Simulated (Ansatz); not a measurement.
# Pt wire along [111], 13 atoms a period: bands along the axis

Wanted: the relaxed geometry and the bands of the Pt wire along [111], 13 atoms a period.

Program: Ansatz 0.2.0. Level of theory: DFT PBE, plane waves, PAW; relaxation of a wire's period; PAW set soft_1, in the first sound run; inputs show where later runs differ. Results are calculated unless marked as measured.

### Step 1. The starting structure

The cell holds 13 atoms: 13 Pt. Its edges and angles: a = 12.414 Å, b = 11.662 Å, c = 6.876 Å, α = 90.0°, β = 90.0°, γ = 90.0°. Vacuum lies along a and b. The structure's axis is c.

### Step 2. Relaxing the period

Band widths follow the bond lengths, so the wire is relaxed first. The atoms and the third cell vector are free; the box across stays fixed as vacuum. A Fermi-Dirac smearing is set since the result may be a metal. The pressure printed is a third of the stress's trace over the whole box, vacuum included; only the stress along the axis is relaxed.

The input, input.yaml:

```yaml
crystal:
  lattice:
    - [12.414, 0.0, 0.0]
    - [0.0, 11.662, 0.0]
    - [0.0, 0.0, 6.876241706]
  atoms:
    - { symbol: Pt, position: [0.386950778, 0.29154519, 0.0] }
    - { symbol: Pt, position: [0.500017232, 0.500010167, 0.0] }
    - { symbol: Pt, position: [0.613083686, 0.29154519, 0.0] }
    - { symbol: Pt, position: [0.72615014, 0.500010167, 0.0] }
    - { symbol: Pt, position: [0.386950778, 0.430521841, 0.333333333] }
    - { symbol: Pt, position: [0.500017232, 0.638986819, 0.333333333] }
    - { symbol: Pt, position: [0.613083686, 0.430521841, 0.333333333] }
    - { symbol: Pt, position: [0.386950778, 0.569498493, 0.666666667] }
    - { symbol: Pt, position: [0.500017232, 0.361033515, 0.666666667] }
    - { symbol: Pt, position: [0.613083686, 0.569498493, 0.666666667] }
    - { symbol: Pt, position: [0.273884324, 0.500010167, 0.0] }
    - { symbol: Pt, position: [0.386950778, 0.708475145, 0.0] }
    - { symbol: Pt, position: [0.613083686, 0.708475145, 0.0] }
kpoints:
  mp_grid: { grid: [1, 1, 12] }
scf:
  occupations: { method: fermi_dirac, width: 0.05 }
hamiltonian:
  xc: pbe
  pseudopotentials: { kind: paw, azcp: { folder: soft_1 } }
relax:
  cell: { fix: [a, b, alpha, beta, gamma] }
  max_steps: 45
  f_tol: 0.03
```

Launch:

```sh
$ ansatz run input.yaml --threads 4 --pin off --max-ram 16384MiB --backend cpu --events-out ev --progress --plain --runs-dir out
```

Numbers of over 12 decimals in the logs are rounded to 6 here.

The log of the run:

```text
Engine: ansatz 0.2.0, aarch64-unknown-linux-gnu
Pseudopotentials: kind: paw
Pseudopotential: Pt, paw, valence charge 18, recommended cutoff 420 eV (normal), soft_1/Pt.paw.azcp
Functional definition: PBE
  parameter kappa = 0.804
  parameter beta = 0.066725
  exchange = pbe_x(kappa = kappa, mu = beta*pi^2/3)
  correlation = pbe_c(beta = beta)
Crystal: 13 atoms, lattice volume = 995.488 Å³
Basis set: ecut = 420 eV, 19461 PW (Γ), exchange–correlation on 180×160×96 points (8 copies of the dense FFT grid, shifted against one another)
Bands: 141, of which v1, the nominal top of the filled ones, is band 117 counted from 1 (116 counted from 0)
Symmetry: 4 space group operations
Space group: P2/m (ITA 10), of the structure as read, at distance tolerance 1.0e-4 Å
k-points: 7 of 12
Non-local potential: Pt, projectors of the file, l = 0: 3, l = 1: 2, l = 2: 2, l = 3: 1
PAW form: soft (Blöchl's): semilocal exchange-correlation on the pseudo side does not see the compensation charge
PAW one-centre angular grid: Pt, 590 points (default); XC on 64 Gauss nodes
Initial density: superposition of atomic densities (neutral atoms: chi_scale 0, normalization atom)
Initial wavefunctions: pseudopotential atomic-orbital guess
Functional: x = pbe(κ = 0.804, μ = 0.219515), c = pbe(β = 0.066725)
SCF iter   1: F=—  HF=-162805.585444 eV  |F-HF|=—  |Δ(HF+E_count)|=         —  Δρ=3.79e-2  dr2=1.77e1  ethr=3.10e-3  ⟨swp⟩=6.1  Hψ=3542  notcnv=0  defer=41
preconditioner: auto → LDOS  [metal: Δε(μ)=0.016 eV  Ē_g=5.082 eV  σ=0.050 eV  W_gap=0.08  n_scr=166 (ndim 8)  ℏωp=13.4 eV  f_vac=0.654  D(μ)=26.99/eV (n_scr^D=188)  β→1.0]
SCF iter   2: F=—  HF=-162806.626547 eV  |F-HF|=—  |Δ(HF+E_count)|=    1.04e0  Δρ=3.97e-2  dr2=2.17e1  ethr=3.10e-3  ⟨swp⟩=3.0  Hψ=2617  notcnv=0  defer=60
SCF iter   3: F=—  HF=-162801.745197 eV  |F-HF|=—  |Δ(HF+E_count)|=    4.88e0  Δρ=6.49e-3  dr2=6.25e-1  ethr=3.10e-3  ⟨swp⟩=2.4  Hψ=1984  notcnv=0  defer=59
SCF iter   4: F=—  HF=-162801.726200 eV  |F-HF|=—  |Δ(HF+E_count)|=   1.90e-2  Δρ=3.38e-3  dr2=1.37e-1  ethr=2.67e-4  ⟨swp⟩=2.0  Hψ=1697  notcnv=0  defer=59
SCF iter   5: F=—  HF=-162801.720027 eV  |F-HF|=—  |Δ(HF+E_count)|=   6.17e-3  Δρ=1.41e-3  dr2=5.00e-2  ethr=5.84e-5  ⟨swp⟩=2.0  Hψ=1481  notcnv=0  defer=59
SCF iter   6: F=—  HF=-162801.719930 eV  |F-HF|=—  |Δ(HF+E_count)|=   9.61e-5  Δρ=8.20e-4  dr2=1.11e-2  ethr=2.14e-5  ⟨swp⟩=1.0  Hψ=928  notcnv=0  defer=59
SCF iter   7: F=—  HF=-162801.720532 eV  |F-HF|=—  |Δ(HF+E_count)|=   6.01e-4  Δρ=4.27e-4  dr2=4.82e-3  ethr=4.73e-6  ⟨swp⟩=1.6  Hψ=932  notcnv=0  defer=59
SCF iter   8: F=—  HF=-162801.720507 eV  |F-HF|=—  |Δ(HF+E_count)|=   2.44e-5  Δρ=2.80e-4  dr2=2.02e-3  ethr=2.06e-6  ⟨swp⟩=2.0  Hψ=1175  notcnv=0  defer=59
SCF iter   9: F=—  HF=-162801.720465 eV  |F-HF|=—  |Δ(HF+E_count)|=   4.22e-5  Δρ=1.47e-4  dr2=5.43e-4  ethr=8.63e-7  ⟨swp⟩=1.7  Hψ=976  notcnv=0  defer=59
SCF iter  10: F=—  HF=-162801.720459 eV  |F-HF|=—  |Δ(HF+E_count)|=   6.58e-6  Δρ=3.83e-5  dr2=3.15e-5  ethr=2.32e-7  ⟨swp⟩=1.7  Hψ=1185  notcnv=0  defer=59
SCF iter  11: F=—  HF=-162801.720768 eV  |F-HF|=—  |Δ(HF+E_count)|=   3.10e-4  Δρ=9.79e-6  dr2=2.06e-6  ethr=1.35e-8  ⟨swp⟩=2.0  Hψ=1103  notcnv=0  defer=59
SCF iter  12: F=—  HF=-162801.720769 eV  |F-HF|=—  |Δ(HF+E_count)|=   8.28e-7  Δρ=5.71e-6  dr2=4.47e-7  ethr=8.80e-10  ⟨swp⟩=2.0  Hψ=1390  notcnv=0  defer=59
SCF iter  13: F=-162801.720769 eV  HF=-162801.720769 eV  |F-HF|=5.53e-9  |Δ(HF+E_count)|=   1.14e-8  Δρ=1.22e-6  dr2=2.31e-8  ethr=4.27e-11  ⟨swp⟩=5.0  Hψ=3506  notcnv=0
SCF 1 converged in 13 iterations: F = -162801.720769 eV  dr2 = 2.31e-8
  greatest PAW one-centre occupation: 1.000 electrons in one spin orbital (limit 2), on the Pt atom at site 1 (counted from 0), in its partial waves of l = 0
relax step   1: F+E_penalty+E_count = -162801.72076924 eV  Δ(F+E_penalty+E_count) = +0.000e0 eV  max|allowed force component| = 1.831e0 eV/Å  Δτ_max = 0.0000 Å  P = -3.806 GPa  Ω = 995.488 Å³  fix = [a, b, alpha, beta, gamma]  reactions: a -2.959, b -2.974 GPa; alpha -0.004 GPa/rad  (13 SCF iters, dr2 threshold 1.00e-7 eV, accepted)
Crystal: 13 atoms, lattice volume = 953.419 Å³
Basis set: ecut = 420 eV, 18613 PW (Γ), exchange–correlation on 180×160×96 points (8 copies of the dense FFT grid, shifted against one another)
Initial density: handed on by an earlier stage of this run
Initial wavefunctions: those handed on with the density
iter 1 solved again at ethr=1.12e-3 eV; its pass at ethr=3.10e-3 eV (dr2=2.62e0 eV) is discarded
SCF iter   1: F=—  HF=-162803.540996 eV  |F-HF|=—  |Δ(HF+E_count)|=         —  Δρ=1.28e-2  dr2=2.64e0  ethr=1.12e-3  ⟨swp⟩=4.1  Hψ=4691  notcnv=0  defer=1
preconditioner: auto → LDOS  [metal: Δε(μ)=0.017 eV  Ē_g=5.714 eV  σ=0.050 eV  W_gap=0.08  n_scr=160 (ndim 8)  ℏωp=13.7 eV  f_vac=0.673  D(μ)=36.45/eV (n_scr^D=290)  β→1.0]
SCF iter   2: F=—  HF=-162803.446755 eV  |F-HF|=—  |Δ(HF+E_count)|=   9.42e-2  Δρ=5.94e-3  dr2=3.48e-1  ethr=1.12e-3  ⟨swp⟩=3.0  Hψ=1540  notcnv=0  defer=7
SCF iter   3: F=—  HF=-162803.427568 eV  |F-HF|=—  |Δ(HF+E_count)|=   1.92e-2  Δρ=5.09e-3  dr2=3.37e-1  ethr=1.49e-4  ⟨swp⟩=3.3  Hψ=2004  notcnv=0  defer=7
SCF iter   4: F=—  HF=-162803.385300 eV  |F-HF|=—  |Δ(HF+E_count)|=   4.23e-2  Δρ=9.97e-4  dr2=2.81e-2  ethr=1.44e-4  ⟨swp⟩=2.0  Hψ=1674  notcnv=0  defer=54
SCF iter   5: F=—  HF=-162803.383812 eV  |F-HF|=—  |Δ(HF+E_count)|=   1.49e-3  Δρ=6.14e-4  dr2=3.93e-3  ethr=1.20e-5  ⟨swp⟩=2.0  Hψ=1417  notcnv=0  defer=54
SCF iter   6: F=—  HF=-162803.383466 eV  |F-HF|=—  |Δ(HF+E_count)|=   3.46e-4  Δρ=2.79e-4  dr2=1.49e-3  ethr=1.68e-6  ⟨swp⟩=2.4  Hψ=1407  notcnv=0  defer=54
SCF iter   7: F=—  HF=-162803.383453 eV  |F-HF|=—  |Δ(HF+E_count)|=   1.29e-5  Δρ=2.04e-4  dr2=7.06e-4  ethr=6.36e-7  ⟨swp⟩=1.1  Hψ=934  notcnv=0  defer=54
SCF iter   8: F=—  HF=-162803.383884 eV  |F-HF|=—  |Δ(HF+E_count)|=   4.31e-4  Δρ=7.51e-5  dr2=1.02e-4  ethr=3.02e-7  ⟨swp⟩=1.7  Hψ=1175  notcnv=0  defer=54
SCF iter   9: F=—  HF=-162803.383891 eV  |F-HF|=—  |Δ(HF+E_count)|=   6.32e-6  Δρ=3.10e-5  dr2=1.41e-5  ethr=4.36e-8  ⟨swp⟩=2.0  Hψ=1257  notcnv=0  defer=54
SCF iter  10: F=—  HF=-162803.383894 eV  |F-HF|=—  |Δ(HF+E_count)|=   3.20e-6  Δρ=8.29e-6  dr2=2.04e-6  ethr=6.04e-9  ⟨swp⟩=2.0  Hψ=1264  notcnv=0  defer=54
SCF iter  11: F=-162803.383894 eV  HF=-162803.383894 eV  |F-HF|=1.29e-7  |Δ(HF+E_count)|=   3.62e-7  Δρ=4.41e-6  dr2=2.28e-7  ethr=5.56e-10  ⟨swp⟩=5.0  Hψ=3404  notcnv=0
SCF 2 converged in 11 iterations: F = -162803.383894 eV  dr2 = 2.28e-7
[...]
SCF iter   9: F=—  HF=-162803.870184 eV  |F-HF|=—  |Δ(HF+E_count)|=   4.10e-7  Δρ=9.73e-6  dr2=2.10e-6  ethr=1.15e-8  ⟨swp⟩=2.0  Hψ=1424  notcnv=0  defer=7
SCF iter  10: F=-162803.870184 eV  HF=-162803.870184 eV  |F-HF|=7.55e-8  |Δ(HF+E_count)|=   2.51e-7  Δρ=3.15e-6  dr2=1.65e-7  ethr=5.56e-10  ⟨swp⟩=4.0  Hψ=3098  notcnv=0
SCF 3 converged in 10 iterations: F = -162803.870184 eV  dr2 = 1.65e-7
relax step   3: F+E_penalty+E_count = -162803.87018388 eV  Δ(F+E_penalty+E_count) = -4.863e-1 eV  max|allowed force component| = 1.236e-1 eV/Å  Δτ_max = 0.0787 Å  P = -0.272 GPa  Ω = 931.087 Å³  energy of the carried Pulay correction = +5.639e-3 eV  fix = [a, b, alpha, beta, gamma]  reactions: a +0.057, b +0.044 GPa; alpha -0.005 GPa/rad  (10 SCF iters, dr2 threshold 1.30e-6 eV, accepted)
[...]
relax step   4: F+E_penalty+E_count = -162803.92048401 eV  Δ(F+E_penalty+E_count) = -5.030e-2 eV  max|allowed force component| = 2.006e-2 eV/Å  Δτ_max = 0.0270 Å  P = +0.051 GPa  Ω = 911.627 Å³  energy of the carried Pulay correction = +7.418e-3 eV  fix = [a, b, alpha, beta, gamma]  reactions: a +0.009, b -0.015 GPa; alpha -0.002 GPa/rad  (9 SCF iters, dr2 threshold 1.30e-6 eV, accepted)
[...]
relax step   5: F+E_penalty+E_count = -162803.92205704 eV  Δ(F+E_penalty+E_count) = -1.573e-3 eV  max|allowed force component| = 1.535e-2 eV/Å  Δτ_max = 0.0076 Å  P = +0.031 GPa  Ω = 915.196 Å³  energy of the carried Pulay correction = +7.089e-3 eV  fix = [a, b, alpha, beta, gamma]  reactions: a +0.061, b +0.036 GPa; alpha -0.006 GPa/rad  (9 SCF iters, dr2 threshold 6.45e-8 eV, accepted)
Basis set: ecut = 420 eV, 17915 PW (Γ), exchange–correlation on 180×160×90 points (8 copies of the dense FFT grid, shifted against one another)
Initial wavefunctions: pseudopotential atomic-orbital guess (no wavefunctions were taken with the density)
iter 1 solved again at ethr=3.20e-6 eV; its pass at ethr=3.10e-3 eV (dr2=7.48e-3 eV) is discarded
SCF iter   1: F=—  HF=-162803.911057 eV  |F-HF|=—  |Δ(HF+E_count)|=         —  Δρ=1.52e-4  dr2=3.48e-5  ethr=3.20e-6  ⟨swp⟩=5.0  Hψ=6398  notcnv=0
eigensolver tolerance schedule: the retry pair's looser diagonalisation over-reported the residual by 213.85 of it (diagonalisation noise at 0.28 of the residual, at the tolerance the schedule requests for it); recorded, not acted on — ethr = c·dr2/N_el stays at c = 1.0e-1
preconditioner: auto → LDOS  [metal: Δε(μ)=0.028 eV  Ē_g=5.663 eV  σ=0.050 eV  W_gap=0.14  n_scr=160 (ndim 8)  ℏωp=14.0 eV  f_vac=0.658  D(μ)=34.48/eV (n_scr^D=282)  β→1.0]
SCF iter   2: F=—  HF=-162803.911065 eV  |F-HF|=—  |Δ(HF+E_count)|=   8.40e-6  Δρ=4.13e-5  dr2=1.05e-5  ethr=1.49e-8  ⟨swp⟩=3.1  Hψ=2153  notcnv=0
SCF iter   3: F=—  HF=-162803.911377 eV  |F-HF|=—  |Δ(HF+E_count)|=   3.12e-4  Δρ=1.40e-5  dr2=2.26e-6  ethr=4.51e-9  ⟨swp⟩=2.0  Hψ=1807  notcnv=0
SCF iter   4: F=—  HF=-162803.911377 eV  |F-HF|=—  |Δ(HF+E_count)|=   4.51e-7  Δρ=3.71e-6  dr2=1.63e-7  ethr=9.65e-10  ⟨swp⟩=2.0  Hψ=1443  notcnv=0
SCF iter   5: F=—  HF=-162803.911377 eV  |F-HF|=—  |Δ(HF+E_count)|=   3.36e-8  Δρ=1.01e-6  dr2=1.17e-8  ethr=6.95e-11  ⟨swp⟩=2.1  Hψ=1547  notcnv=0
SCF iter   6: F=—  HF=-162803.911377 eV  |F-HF|=—  |Δ(HF+E_count)|=   2.18e-9  Δρ=4.52e-7  dr2=4.84e-9  ethr=4.99e-12  ⟨swp⟩=2.1  Hψ=1736  notcnv=0
SCF iter   7: F=—  HF=-162803.911377 eV  |F-HF|=—  |Δ(HF+E_count)|=  1.46e-10  Δρ=2.70e-7  dr2=2.10e-9  ethr=2.07e-12  ⟨swp⟩=1.0  Hψ=980  notcnv=0
SCF iter   8: F=-162803.911377 eV  HF=-162803.911377 eV  |F-HF|=1.16e-10  |Δ(HF+E_count)|=  5.82e-11  Δρ=7.89e-8  dr2=9.35e-11  ethr=1.00e-12  ⟨swp⟩=4.0  Hψ=3470  notcnv=0
SCF 6 converged in 8 iterations: F = -162803.911377 eV  dr2 = 9.35e-11
relax step   6: F+E_penalty+E_count = -162803.91137684 eV  Δ(F+E_penalty+E_count) = +1.068e-2 eV  max|allowed force component| = 1.619e-2 eV/Å  Δτ_max = 0.0000 Å  P = +0.039 GPa  Ω = 915.196 Å³  fix = [a, b, alpha, beta, gamma]  reactions: a +0.068, b +0.042 GPa; alpha -0.006 GPa/rad  stress off target by 5.71e-3 GPa on what of the cell is left free  SCF on the basis re-selected at this cell (its energy is not comparable with the rows above)  (8 SCF iters)
basis re-selected at this cell: Δ(F+E_penalty+E_count) = +1.068e-2 eV, ΔP = +0.007 GPa vs the last step (what re-selecting the basis moved, of the pressure what is left beyond the Pulay correction that the steps carried, after the strain that the cell walked since its last selection, with what the two solves' SCF thresholds leave and, on support functions, any second-order correction that the steps lacked; it is no measure of the basis error at this ecutwfc). The dense FFT grid was sized anew with the basis: this SCF ran on 90×80×45 points, the steps before it on 90×80×48, so part of this shift can come from that change (see relax.cell in the input reference). [rest of the remark cut]
SCF converged after 8 iterations
Free energy (F): -162803.911377 eV
Harris-Foulkes:  -162803.911377 eV  (|F-HF|=1.16e-10)
Internal energy: -162803.638743 eV  (E = F + TS)
E sigma→0 (E₀):  -162803.775060 eV
Entropy (-TS):   -0.272634 eV (-20.972 meV/atom)
Fermi energy:    0.909207 eV
--- Per-component energies (eV) ---
  E_band       = -6712.020791
  E_kinetic    = 7764.137038
  E_local      = -123649.347468  (includes V_loc(G=0)·N_el)
  E_nonlocal   = 2660.446383
  E_hartree    = 57076.532395
  E_xc         = -3000.827612
  E_vxc        = -3499.479124  (∫ρ·V_xc dr)
  E_paw        = -123297.099283  (= ΣΔE_a)
  E_vpaw       = -4140.856099  (= ΣTr[D̂ρ^β])
  E_aug_tail   = 0.014298  (compensation charges beyond the density's cutoff)
  E_ewald      = 19642.505506
  E_smearing   = -0.272634  (= −TS)
  E_closure    = -0.000000  (closes the sum)
  Σ components = -162803.911377   (vs F -162803.911377, Δ=0.00e0)
--- Forces (eV/Å), atoms counted from 1 ---
  atom   1  Pt    -0.01013439    -0.00054722    -0.00139005
  atom   2  Pt    -0.00000000     0.00000000     0.00000000
  atom   3  Pt     0.01013439    -0.00054722    -0.00139005
  atom   4  Pt     0.01392439    -0.00000000    -0.00000000
  atom   5  Pt    -0.01462205    -0.00616130     0.01411452
  atom   6  Pt    -0.00000000     0.01457434     0.01618880
  atom   7  Pt     0.01462205    -0.00616130     0.01411452
  atom   8  Pt    -0.01462205     0.00616130    -0.01411452
  atom   9  Pt     0.00000000    -0.01457434    -0.01618880
  atom  10  Pt     0.01462205     0.00616130    -0.01411452
  atom  11  Pt    -0.01392439     0.00000000     0.00000000
  atom  12  Pt    -0.01013439     0.00054722     0.00139005
  atom  13  Pt     0.01013439     0.00054722     0.00139005
  max |Σ_I F_I| component: 3.47e-18 eV/Å
--- Stress (GPa, compression-positive) ---
        0.067984      -0.000000      -0.000000
       -0.000000       0.041979       0.006331
       -0.000000       0.006331       0.005709
  P = ⅓ Tr σ = 0.0386 GPa (0.386 kbar)
--- Relaxed structure (5 steps of the walk, 5 accepted, 1 SCFs on fresh bases) ---
  F+E_penalty+E_count = -162803.91137684 eV   max|allowed force component| = 1.619e-2 eV/Å   (the final SCF, on the basis selected at the relaxed cell)
  cell:  # Å, volume = 915.1955 Å³
    - [12.414, 0, 0]
    - [0, 11.662, 0]
    - [0, 0, 6.321630]
  atoms:
    - { symbol: Pt, position: [0.390723, 0.299036, -0.000489188] }
    - { symbol: Pt, position: [0.500017232, 0.500010, 0] }
    - { symbol: Pt, position: [0.609311, 0.299036, -0.000489188] }
    - { symbol: Pt, position: [0.718700, 0.500010, 0] }
    - { symbol: Pt, position: [0.386543, 0.430510, 0.338589] }
    - { symbol: Pt, position: [0.500017232, 0.639194, 0.339144] }
    - { symbol: Pt, position: [0.613492, 0.430510, 0.338589] }
    - { symbol: Pt, position: [0.386543, 0.569511, 0.661411] }
    - { symbol: Pt, position: [0.500017232, 0.360827, 0.660856] }
    - { symbol: Pt, position: [0.613492, 0.569511, 0.661411] }
    - { symbol: Pt, position: [0.281334, 0.500010, 0] }
    - { symbol: Pt, position: [0.390723, 0.700984, 0.000489188] }
    - { symbol: Pt, position: [0.609311, 0.700984, 0.000489188] }
```

Elapsed: 1.8 min, on 4 threads of Arm Neoverse V1, shared host; peak memory 2.7 GiB; 6.9 min of CPU time.

[end of part 1 of 2]

[Logs are printed without paths, hosts, clocks, repeated set-up lines and the standing remarks that a program may print on its own settings, such as how far it seeks lower states.]

[Hosts, paths, dates, database ids (printed as entryN), source tags and the programs' standing remarks are cut or masked in the printed files.]
